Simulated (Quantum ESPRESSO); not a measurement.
# BaZrO3 (Pm-3m): modes at Γ and the response to a field, part 3 of 3

Which modes does BaZrO3 (Pm-3m) have at the zone centre?

Quantum ESPRESSO 7.5; DFT LDA, scalar-relativistic, plane waves, PseudoDojo norm-conserving pseudopotentials.

So far. Step 6 (Zone-centre response): The acoustic modes at Γ come out as far as 1.9 cm⁻¹ from zero, where they should vanish, a small numerical error; the Born charges miss their sum rule by 0.011 e, which is good. The relaxed cell has a = 4.144 Å (conventional setting).

### Step 7. Modes with the sum rule

A rigid shift of the crystal must cost nothing, but grids and finite bases break this; the acoustic sum rule is imposed before the matrix is diagonalised again. With Born charges the intensities follow, and the static dielectric tensor.

Input file dynmat.in:

```
 &input
    fildyn='g.dyn',
    asr='simple',
    fileig='dynmat.eig',
    lperm=.true.,
 /
```

On the command line:

```
$ dynmat.x -in dynmat.in > dynmat.out
```

The program printed:

```text
[banner, memory and clock lines left out]
Program DYNMAT v.7.5

     Reading Dynamical Matrix from file g.dyn
     ...Force constants read
     ...epsilon and Z* read
     A direction for q was not specified:TO-LO splitting will be absent

     Polarizability (A^3 units)
     multiply by 0.434656 for Clausius-Mossotti correction
        22.090762    0.000000    0.000000
         0.000000   22.090762    0.000000
         0.000000    0.000000   22.090762

     IR activities are in (D/A)^2/amu units

# mode   [cm-1]    [THz]      IR
    1      0.00    0.0000    0.0000
    2      0.00    0.0000    0.0000
    3      0.00    0.0000    0.0000
    4     99.24    2.9751   12.9502
    5     99.24    2.9751   12.9502
    6     99.24    2.9751   12.9502
    7    171.62    5.1449    0.0000
    8    171.62    5.1449    0.0000
    9    171.62    5.1449    0.0000
   10    194.12    5.8196   20.2646
   11    194.12    5.8196   20.2646
   12    194.12    5.8196   20.2646
   13    530.80   15.9131   22.6076
   14    530.80   15.9131   22.6076
   15    530.80   15.9131   22.6076

Electronic dielectric permittivity tensor (relative, adimensional)
         4.902014    0.000000    0.000000
         0.000000    4.902014    0.000000
         0.000000    0.000000    4.902014

 ... with zone-center polar mode contributions
        62.851960    0.000000    0.000000
         0.000000   62.851960    0.000000
         0.000000    0.000000   62.851960

[end of the log left out, with the tail of the file of modes that dynmat.x writes under the same name]
```

It took 0.57 s on 1 thread of Arm Neoverse V1, shared host.

This step gave:

| Item | Value |
| --- | --- |
| lowest optical zone-centre mode | 99.24 cm⁻¹ |
| mean static dielectric constant | 62.85 |

Unit eigenvectors of the mass-weighted matrix after the sum rule; no LO-TO term. Modes at Γ, with each element's share of the kinetic energy:

```tsv
mode	frequency (cm⁻¹)	symmetry	Ba %	Zr %	O %
1	0.0	acoustic	50	33	17
2	0.0	acoustic	50	33	17
3	0.0	acoustic	50	33	17
4	99.2	T1u	42	9	50
5	99.2	T1u	42	9	50
6	99.2	T1u	42	9	50
7	171.6	T2u	0	0	100
8	171.6	T2u	0	0	100
9	171.6	T2u	0	0	100
10	194.1	T1u	9	56	36
11	194.1	T1u	9	56	36
12	194.1	T1u	9	56	36
13	530.8	T1u	0	3	97
14	530.8	T1u	0	3	97
15	530.8	T1u	0	3	97
```

Displacements in mode 5 (99.2 cm⁻¹), the largest set to 1:
```
Ba1  0.48  0.06  0.00
Zr2 -0.27 -0.03  0.00
O3  -0.58 -0.13  0.00
O4  -1.00 -0.07  0.00
O5  -1.00 -0.13  0.00
```

Displacements in mode 8 (171.6 cm⁻¹), the largest set to 1:
```
Ba1  0.00  0.00  0.00
Zr2  0.00  0.00  0.00
O3   0.00 -0.25 -0.12
O4   1.00  0.00  0.12
O5  -1.00  0.25  0.00
```

Degenerate modes summed, no LO-TO term. Lines of the infrared spectrum (strongest = 100):

```tsv
position (cm⁻¹)	lines merged	label	IR intensity, relative
99	3	T1u	57
172	3	T2u	0.0
194	3	T1u	90
531	3	T1u	100
```

Static dielectric tensor (ions relaxed, fixed cell):

```
62.85  0.00  0.00
 0.00 62.85  0.00
 0.00  0.00 62.85
```

The rule moves no optical mode by more than 0.1 cm⁻¹.

### Step 8. The LO-TO splitting (1 0 0)

A longitudinal polar mode sets up a macroscopic field that stiffens it; the term hangs on the direction from which q goes to zero.

Input file dynmat.in:

```
 &input
    fildyn='g.dyn',
    asr='simple',
    fileig='dynmat.eig',
    q(1)=1.0,
    q(2)=0.0,
    q(3)=0.0,
 /
```

On the command line:

```
$ dynmat.x -in dynmat.in > dynmat.out
```

The program printed:

```text
[banner, memory and clock lines left out]
Program DYNMAT v.7.5

     Reading Dynamical Matrix from file g.dyn
     ...Force constants read
     ...epsilon and Z* read

     Polarizability (A^3 units)
     multiply by 0.434656 for Clausius-Mossotti correction
        22.090762    0.000000    0.000000
         0.000000   22.090762    0.000000
         0.000000    0.000000   22.090762

     IR activities are in (D/A)^2/amu units

# mode   [cm-1]    [THz]      IR
    1     -0.00   -0.0000    0.0000
    2     -0.00   -0.0000    0.0000
    3      0.00    0.0000    0.0000
    4     99.24    2.9751   12.9502
    5     99.24    2.9751   12.9502
    6    139.24    4.1744    0.1316
    7    171.62    5.1449    0.0000
    8    171.62    5.1449    0.0000
    9    171.62    5.1449    0.0000
   10    194.12    5.8196   20.2646
   11    194.12    5.8196   20.2646
   12    365.45   10.9559    6.5524
   13    530.80   15.9131   22.6076
   14    530.80   15.9131   22.6076
   15    719.54   21.5712   49.1384

[end of the log left out, with the tail of the file of modes that dynmat.x writes under the same name]
```

Elapsed: 0.51 s, on 1 thread.

This step gave:

```yaml
highest_mode_moved_by_the_lo_to_term: 719.5 cm⁻¹
```

Zone-centre frequencies as printed; negative means imaginary. Modes:

```tsv
mode	frequency (cm⁻¹)
1	0
2	0
3	0
4	99.24
5	99.24
6	139.2
7	171.6
8	171.6
9	171.6
10	194.1
11	194.1
12	365.4
13	530.8
14	530.8
15	719.5
```

The field moves 3 modes; the highest of them now lies at 720 cm⁻¹, where the highest that moved away lay at 531.

### Step 9. What came out

```
space group after relaxation                                           : Pm-3m
volume per atom                                                        : 14.2 Å³
gap on the k-mesh                                                      : 3.18 eV
highest optical zone-centre mode (no LO-TO term)                       : 530.8 cm⁻¹
lowest optical zone-centre mode                                        : 99.2 cm⁻¹
highest mode moved by the LO-TO term                                   : 719.5 cm⁻¹
mean high-frequency dielectric constant                                : 4.90
largest Born charge in size (third of the trace)                       : 6.11 e
mean static dielectric constant                                        : 62.9
imaginary optical modes at the zone centre (no q mesh in this session) : none
```

At the LDA level the optical modes of BaZrO3 (Pm-3m) at the zone centre (no LO-TO term) run from 99 to 531 cm⁻¹. Along the directions run, the highest mode that the macroscopic field moves lies at 720 cm⁻¹. Lattice motion raises the mean dielectric constant from 4.902 to 62.85. Of the 12 optical modes, 9 are infrared active alone and 3 are silent. Left out of this account: PBE with PseudoDojo NC, since it is gradient-corrected and no frozen-mode check or second program bears its response out. What is said of the levels holds for those shown. These are harmonic frequencies at zero temperature: anharmonic shifts and linewidths and thermal expansion are left out. Spin-orbit coupling is left out, which can matter for the heavy elements here. The relaxation ran at 72 Ry, under the 84 Ry recommended for these files; the stress of so short a basis can leave the cell about one per cent too small. The published file for Ba has no f projectors, which tends to make oxide cells too large.

Comparison with the measured values:

| quantity | measured | LDA PseudoDojo norm-conserving, Quantum ESPRESSO |
| --- | --- | --- |
| lattice constant a (Å) | 4.1947 | 4.144 (-1.2 %) |
| static dielectric constant (mean of the tensor) | 36 | 62.85 (+74.6 %) |

Measured values from pmc:9457899 (2022) and arxiv:1312.3131 (2013).

**Verdict.** The lattice constant a is off by -1.2 %: fair agreement. The static dielectric constant is off by +74.6 %. The grades are ours: good and fair within 0.7 and 1.5 % for the lattice constant a and 10 and 25 % for the static dielectric constant. For lattice constants and static dielectric constant the calculation has a static lattice, without zero-point motion or thermal expansion (measured at up to 300 K).

[Host names and launcher messages were left out of these logs when they were recorded.]

[Logs are printed without paths, hosts, clocks, repeated set-up lines and the standing remarks that a program may print on its own settings, such as how far it seeks lower states.]

[Hosts, paths, dates, database ids (printed as entryN), source tags and the programs' standing remarks are cut or masked in the printed files.]
